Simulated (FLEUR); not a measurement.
**NaVF3: moments or none**

Wanted: the moments of NaVF3 and the energy gained by spin polarisation.

Program: FLEUR MaX-R8.1. Level of theory: LDA (VWN) with U = 4.1 eV, J = 0.9 eV on V d; all-electron FLAPW, Dirac cores, scalar-relativistic bands. Results are calculated unless marked as measured.

**1. The starting structure**

Symmetry: Pm-3m, No. 221, cubic system. Conventional cell: a = 4.168 Å, b = 4.168 Å, c = 4.168 Å, α = 90.00°, β = 90.00°, γ = 90.00°. Nearest to Na lie 12 F at 2.95 Å. Nearest to V lie 6 F at 2.08 Å. Nearest to F lie 2 V at 2.08 Å. Farther neighbours and most contacts between anions are not listed.

Coordinates:

```xyz
5
Lattice="4.1678 0.0000 0.0000 0.0000 4.1678 0.0000 0.0000 0.0000 4.1678" Properties=species:S:1:pos:R:3 pbc="T T T"
Na    0.0000    0.0000    0.0000
V     2.0839    2.0839    2.0839
F     0.0000    2.0839    2.0839
F     2.0839    0.0000    2.0839
F     2.0839    2.0839    0.0000
```

The cell comes from a database of computed structures and need not be the stable phase.

**2. Start 1: ferro +**

The parallel start comes first: it shows whether parallel moments hold. The U counters the self-interaction that shrinks the moments of a localised shell.

inpgen writes inp.xml from crystal.txt; cutoffs, mixing, functional, smearing and local orbitals are then set in the file. The k list default-1 (kpts.xml, not shown) is a Γ-centred 6×6×6 mesh; where the ranks do not divide the number of points, some are split in two of half the weight.

inp.xml reads:

```
<?xml version="1.0" encoding="UTF-8" standalone="no"?>
<fleurInput fleurInputVersion="0.39">
   <comment>
      NaVF3
   </comment>
   <calculationSetup>
      <cutoffs Kmax="4.32" Gmax="13.0" GmaxXC="13.0" numbands="0"/>
      <scfLoop itmax="130" minDistance="0.0001" maxIterBroyd="15" imix="Anderson" alpha="0.05" precondParam="0.0" spinf="2.0" sdNocoIR="T"/>
      <coreElectrons ctail="T" frcor="F" kcrel="0" coretail_lmax="0"/>
      <xcFunctional name="vwn" relativisticCorrections="F"/>
      <magnetism jspins="2"/>
      <soc l_soc="F" theta="0.0" phi="0.0" spav="F"/>
      <expertModes spex="0" secvar="F"/>
      <geometryOptimization l_f="F" forcealpha="1.0" forcemix="BFGS" epsdisp="0.00001" epsforce="0.00001"/>
      <ldaU l_linMix="F" mixParam="0.05" spinf="1.0"/>
   </calculationSetup>
   <cell>
      <bzIntegration valenceElectrons="43.0" mode="hist" fermiSmearingEnergy="0.00183747">
         <kPointListSelection listName="default-1"/>
         <xi:include xmlns:xi="http://www.w3.org/2001/XInclude" href="kpts.xml"> </xi:include>
      </bzIntegration>
      <xi:include xmlns:xi="http://www.w3.org/2001/XInclude" href="sym.xml"> </xi:include>
      <bulkLattice scale="1.0">
         <bravaisMatrix>
            <row-1>    7.8760704619744892     0.0000000000000000     0.0000000000000000</row-1>
            <row-2>    0.0000000000000000     7.8760704619744892     0.0000000000000000</row-2>
            <row-3>    0.0000000000000000     0.0000000000000000     7.8760704619744892</row-3>
         </bravaisMatrix>
      </bulkLattice>
   </cell>
   <atomSpecies>
      <species name="Sodium (Na)" element="Na" atomicNumber="11">
         <mtSphere radius="2.8" gridPoints="925" logIncrement="0.012"/>
         <atomicCutoffs lmax="10" lnonsphr="8"/>
         <electronConfig flipSpins="F">
            <coreConfig>(1s1/2)</coreConfig>
            <valenceConfig>(2s1/2) (2p1/2) (2p3/2) (3s1/2)</valenceConfig>
            <stateOccupation state="(3s1/2)" spinUp="0.500000" spinDown="0.500000"/>
         </electronConfig>
         <energyParameters s="3" p="3" d="3" f="4"/>
         <lo type="SCLO" l="0" n="2" eDeriv="0"/>
         <lo type="SCLO" l="1" n="2" eDeriv="0"/>
      </species>
      <species name="Vanadium (2.002" element="V" atomicNumber="23">
         <mtSphere radius="2.45" gridPoints="811" logIncrement="0.015"/>
         <atomicCutoffs lmax="10" lnonsphr="8"/>
         <electronConfig flipSpins="F">
            <coreConfig>(1s1/2) (2s1/2) (2p1/2) (2p3/2)</coreConfig>
            <valenceConfig>(3s1/2) (3p1/2) (3p3/2) (4s1/2) (3d3/2) (3d5/2)</valenceConfig>
            <stateOccupation state="(3d3/2)" spinUp="0.701" spinDown="0.499"/>
            <stateOccupation state="(3d5/2)" spinUp="1.8" spinDown="0.0"/>
         </electronConfig>
         <energyParameters s="4" p="4" d="3" f="4"/>
         <ldaU l="2" U="4.1" J="0.9" l_amf="F"/>
         <lo type="SCLO" l="0" n="3" eDeriv="0"/>
         <lo type="SCLO" l="1" n="3" eDeriv="0"/>
      </species>
      <species name="Fluorine (F)" element="F" atomicNumber="9">
         <mtSphere radius="1.39" gridPoints="461" logIncrement="0.023"/>
         <atomicCutoffs lmax="6" lnonsphr="4"/>
         <electronConfig flipSpins="F">
            <coreConfig>(1s1/2)</coreConfig>
            <valenceConfig>(2s1/2) (2p1/2) (2p3/2)</valenceConfig>
            <stateOccupation state="(2p1/2)" spinUp="0.833333" spinDown="0.833333"/>
            <stateOccupation state="(2p3/2)" spinUp="1.666667" spinDown="1.666667"/>
         </electronConfig>
         <energyParameters s="2" p="2" d="3" f="4"/>
      </species>
   </atomSpecies>
   <atomGroups>
      <atomGroup species="Sodium (Na)">
         <relPos label="                   1">.0000000000 .0000000000 .0000000000</relPos>
         <force calculate="T" relaxXYZ="TTT"/>
      </atomGroup>
      <atomGroup species="Vanadium (2.002">
         <relPos label="                   2">1.000/2.000 1.000/2.000 1.000/2.000</relPos>
         <force calculate="T" relaxXYZ="TTT"/>
      </atomGroup>
      <atomGroup species="Fluorine (F)">
         <relPos label="                   3">.0000000000 1.000/2.000 1.000/2.000</relPos>
         <relPos label="                   4">1.000/2.000 .0000000000 1.000/2.000</relPos>
         <relPos label="                   5">1.000/2.000 1.000/2.000 .0000000000</relPos>
         <force calculate="T" relaxXYZ="TTT"/>
      </atomGroup>
   </atomGroups>
   <output dos="F" band="F" slice="F">
      <bandDOS minEnergy="-.5*Htr" maxEnergy="0.5*Htr" sigma="0.015" storeEVData="T"/>
      <plotting iplot="0" polar="F">
         <plot TwoD="T" vec1="  1.0  0.0  0.0" vec2="  0.0  1.0  0.0" vec3="  0.0  0.0  1.0" zero="  0.0  0.0  0.0" file="plot"/>
      </plotting>
      <moessbauerParams electricFieldGradient="F" isomerShift="F" coreHyperfine="F" valenceHyperfine="F"/>
   </output>
</fleurInput>
```

crystal.txt reads:

```
NaVF3
&input film=F cartesian=F /
4.16783700000  0.00000000000  0.00000000000
0.00000000000  4.16783700000  0.00000000000
0.00000000000  0.00000000000  4.16783700000
1.8897261246
1.0 1.0 1.0

5
11 0.00000000000  0.00000000000  0.00000000000
23 0.50000000000  0.50000000000  0.50000000000 : 2.002
9 0.00000000000  0.50000000000  0.50000000000
9 0.50000000000  0.00000000000  0.50000000000
9 0.50000000000  0.50000000000  0.00000000000

&kpt div1=6 div2=6 div3=6 gamma=T /
```

Command:

```bash
OMP_NUM_THREADS=1 inpgen -f crystal.txt > inpgen.log  # inp.xml is then edited as shown
OMP_NUM_THREADS=1 mpirun -n 4 fleur_MPI > fleur.log
```

Log:

```text
Welcome to FLEUR        (www.flapw.de)
      MaX-Release 8.1          (www.max-centre.eu)

 ========== k-point set info ==========
 Selected k-point list: default-1
 k-point list type: mesh
 6 x 6 x 6
 Number of k points: 20

 ------------Calculation Setup---------------------------
 Number of MPI-tasks      :            4
 Number of PE/node        :            4
 Number of OMP-threads    :            1
 k-points in parallel     :            4
 pe's per k-point         :            1
 No of k-point loops      :            5
 Eigenvalue solver        :       lapack
 Number of basis functions:          721
 Approximate size of matrices (H+S) per k-point:         0.008 GB
 --------------------------------------------------------
 no density matrix found ... skipping LDA+U
 Reset of history
 Iteration:     1   Distance:      15.75425957 me/bohr^3
 Iteration:     2   Distance:      15.55333437 me/bohr^3
 Iteration:     3   Distance:      14.39645749 me/bohr^3
 Iteration:     4   Distance:       9.28355874 me/bohr^3
 Iteration:     5   Distance:       6.65422196 me/bohr^3
 Iteration:     6   Distance:       1.63856254 me/bohr^3
 Iteration:     7   Distance:       0.61825701 me/bohr^3
 Iteration:     8   Distance:       0.73704045 me/bohr^3
 Iteration:     9   Distance:       0.11833245 me/bohr^3
 Iteration:    10   Distance:       0.06145598 me/bohr^3
 Iteration:    11   Distance:       0.01394624 me/bohr^3
 Iteration:    12   Distance:       0.01310893 me/bohr^3
 Iteration:    13   Distance:       0.00389634 me/bohr^3
 Iteration:    14   Distance:       0.00490212 me/bohr^3
 Iteration:    15   Distance:       0.00040136 me/bohr^3
 Iteration:    16   Distance:       0.00007925 me/bohr^3

 ********************************************************************
 Run finished successfully
 Stop message:
   all done
 ********************************************************************

--- out.xml (last complete iteration) ---
<iteration numberForCurrentRun="   16" overallNumber="   16">
         [... left out ...]
         <bandgap value="0.4234406822" units="eV"/>
         <sumValenceSingleParticleEnergies value="-23.7223909697" units="Htr"/>
         <FermiEnergy value="0.1889746046" units="Htr"/>
         <valenceDensity>
            <mtCharges spin="1">
               <mtCharge atomType="1" total="4.0647051" s="1.0210654" p="3.0200403" d="0.0158762" f="0.0053768"/>
               <mtCharge atomType="2" total="7.2062725" s="1.0906676" p="3.1160520" d="2.9287040" f="0.0473562"/>
               <mtCharge atomType="3" total="2.8071799" s="0.7958361" p="2.0093296" d="0.0017018" f="0.0002602"/>
            </mtCharges>
            <mtCharges spin="2">
               <mtCharge atomType="1" total="4.0628284" s="1.0215600" p="3.0195641" d="0.0148835" f="0.0048046"/>
               <mtCharge atomType="2" total="4.4982931" s="1.0813632" p="3.1045913" d="0.2422721" f="0.0460660"/>
               <mtCharge atomType="3" total="2.7869112" s="0.7966622" p="1.9898655" d="0.0002845" f="0.0000795"/>
            </mtCharges>
            <spinDependentCharge spin="1" total="22.9999913" interstitial="3.3074738" mtSpheres="19.6925175"/>
            <spinDependentCharge spin="2" total="20.0000087" interstitial="3.0781536" mtSpheres="16.9218552"/>
            <totalCharge value="43.0000000000"/>
         </valenceDensity>
         [... left out ...]
         <allElectronCharges>
            <spinDependentCharge spin="1" total="31.9999913" interstitial="3.3074736" mtSpheres="28.6925177"/>
            <spinDependentCharge spin="2" total="29.0000087" interstitial="3.0781533" mtSpheres="25.9218554"/>
            <totalCharge value="60.9999999985"/>
         </allElectronCharges>
         <magneticMomentsInMTSpheres units="muBohr">
            <globalMagMoment atomType="1" vec="0.00000   0.00000   0.00188"/>
            <localMagMoment atomType="1" vec="0.00000   0.00000   0.00188"/>
            <globalMagMoment atomType="2" vec="0.00000   0.00000   2.70798"/>
            <localMagMoment atomType="2" vec="0.00000   0.00000   2.70798"/>
            <globalMagMoment atomType="3" vec="0.00000   0.00000   0.02027"/>
            <localMagMoment atomType="3" vec="0.00000   0.00000   0.02027"/>
         </magneticMomentsInMTSpheres>
         <moessbauerParams unitsHFF="kG" unitsIS="e/bohr^3" unitsEFG="Htr/bohr^2">
         </moessbauerParams>
         <totalEnergy value="    -1407.3124305786" units="Htr">
            <sumOfEigenvalues value="     -784.9749804911">
               <coreElectrons value="-761.2525895214"/>
               <valenceElectrons value="-23.7223909697"/>
            </sumOfEigenvalues>
            <densityCoulombPotentialIntegral value="-2085.4287456153"/>
            <densityEffectivePotentialIntegral value="-2199.9451494456"/>
            <chargeDenXCDenIntegral value="-86.6799143359"/>
            <FockExchangeEnergyValence value="0.0000000000"/>
            <FockExchangeEnergyCore value="0.0000000000"/>
            <atomTypeDependentContributions atomType="1">
               <electronNucleiInteractionDifferentMTs value="193.4404360222"/>
               <MadelungTerm value="-2.9986490124"/>
            </atomTypeDependentContributions>
            <atomTypeDependentContributions atomType="2">
               <electronNucleiInteractionDifferentMTs value="1126.1757203362"/>
               <MadelungTerm value="-7.8157211722"/>
            </atomTypeDependentContributions>
            <atomTypeDependentContributions atomType="3">
               <electronNucleiInteractionDifferentMTs value="347.6580284227"/>
               <MadelungTerm value="-14.9615496585"/>
            </atomTypeDependentContributions>
            <dftUCorrection value="-0.1617922346"/>
            <tkbTimesEntropy value="0.0000065067"/>
            <freeEnergy value="-1407.3124370853"/>
            <extrapolationTo0K value="-1407.3124338319"/>
         </totalEnergy>
         <ldaUDensityMatrix>
            <densityMatrixFor spin="1" atomType="2" uIndex="1" l="2" U="4.10000000" J="0.90000000">
               (+0.50451,+0.00000) (+0.00000,+0.00000) (+0.00000,+0.00000) (+0.00000,+0.00000) (-0.40615,+0.00000)
               (+0.00000,+0.00000) (+0.91066,+0.00000) (+0.00000,+0.00000) (+0.00000,+0.00000) (+0.00000,+0.00000)
               (+0.00000,+0.00000) (+0.00000,+0.00000) (+0.09836,+0.00000) (+0.00000,+0.00000) (+0.00000,+0.00000)
               (+0.00000,+0.00000) (+0.00000,+0.00000) (+0.00000,+0.00000) (+0.91066,+0.00000) (+0.00000,+0.00000)
               (-0.40615,+0.00000) (+0.00000,+0.00000) (+0.00000,+0.00000) (+0.00000,+0.00000) (+0.50451,+0.00000)
            </densityMatrixFor>
            <densityMatrixFor spin="2" atomType="2" uIndex="1" l="2" U="4.10000000" J="0.90000000">
               (+0.05558,+0.00000) (+0.00000,+0.00000) (+0.00000,+0.00000) (+0.00000,+0.00000) (+0.03562,+0.00000)
               (+0.00000,+0.00000) (+0.01996,+0.00000) (+0.00000,+0.00000) (+0.00000,+0.00000) (+0.00000,+0.00000)
               (+0.00000,+0.00000) (+0.00000,+0.00000) (+0.09119,+0.00000) (+0.00000,+0.00000) (+0.00000,+0.00000)
               (+0.00000,+0.00000) (+0.00000,+0.00000) (+0.00000,+0.00000) (+0.01996,+0.00000) (+0.00000,+0.00000)
               (+0.03562,+0.00000) (+0.00000,+0.00000) (+0.00000,+0.00000) (+0.00000,+0.00000) (+0.05558,+0.00000)
            </densityMatrixFor>
         </ldaUDensityMatrix>
         <ldaUDensityMatrixConvergence>
            <distance spin="1" distance="0.000002"/>
            <distance spin="2" distance="0.000002"/>
         </ldaUDensityMatrixConvergence>
         <densityConvergence units="me/bohr^3">
            <chargeDensity spin="1" distance="0.0000411226"/>
            <chargeDensity spin="2" distance="0.0000396313"/>
            <overallChargeDensity distance="0.0000792463"/>
            <spinDensity distance="0.0000156027"/>
         </densityConvergence>
      </iteration>
```

Wall time 21 s (4 MPI ranks of Intel Xeon 6975P-C (Granite Rapids), shared host); peak memory 0.35 GiB; 84 s of CPU time.

Spin moment in the muffin-tin sphere by atom:

| atom | spin moment in the muffin-tin sphere (μB) |
| --- | --- |
| Na1 | 0.00 |
| V2 | 2.71 |
| F3 | 0.02 |
| F4 | 0.02 |
| F5 | 0.02 |

Numbers from this step:

```
free energy                                                       : -38294.9223 eV
program's band gap on this mesh (in a metal only a level spacing) : 0.4234 eV
magnetization                                                     : 3 μB
final state                                                       : ferromagnetic
```

After 16 cycles the largest moment stands at 2.71 μB.

(Continued in part 2 of 2.)

[Logs and program files are shortened in this print: banners, set-up blocks, solver, clock and traceback lines can be left out without a mark of their own.]

[Logs are printed without paths, hosts, clocks, repeated set-up lines and the standing remarks that a program may print on its own settings, such as how far it seeks lower states.]

[Hosts, paths, dates, database ids (printed as entryN), source tags and the programs' standing remarks are cut or masked in the printed files.]

[Where a cell is said to come from a database of computed structures, the database is the Materials Project.]
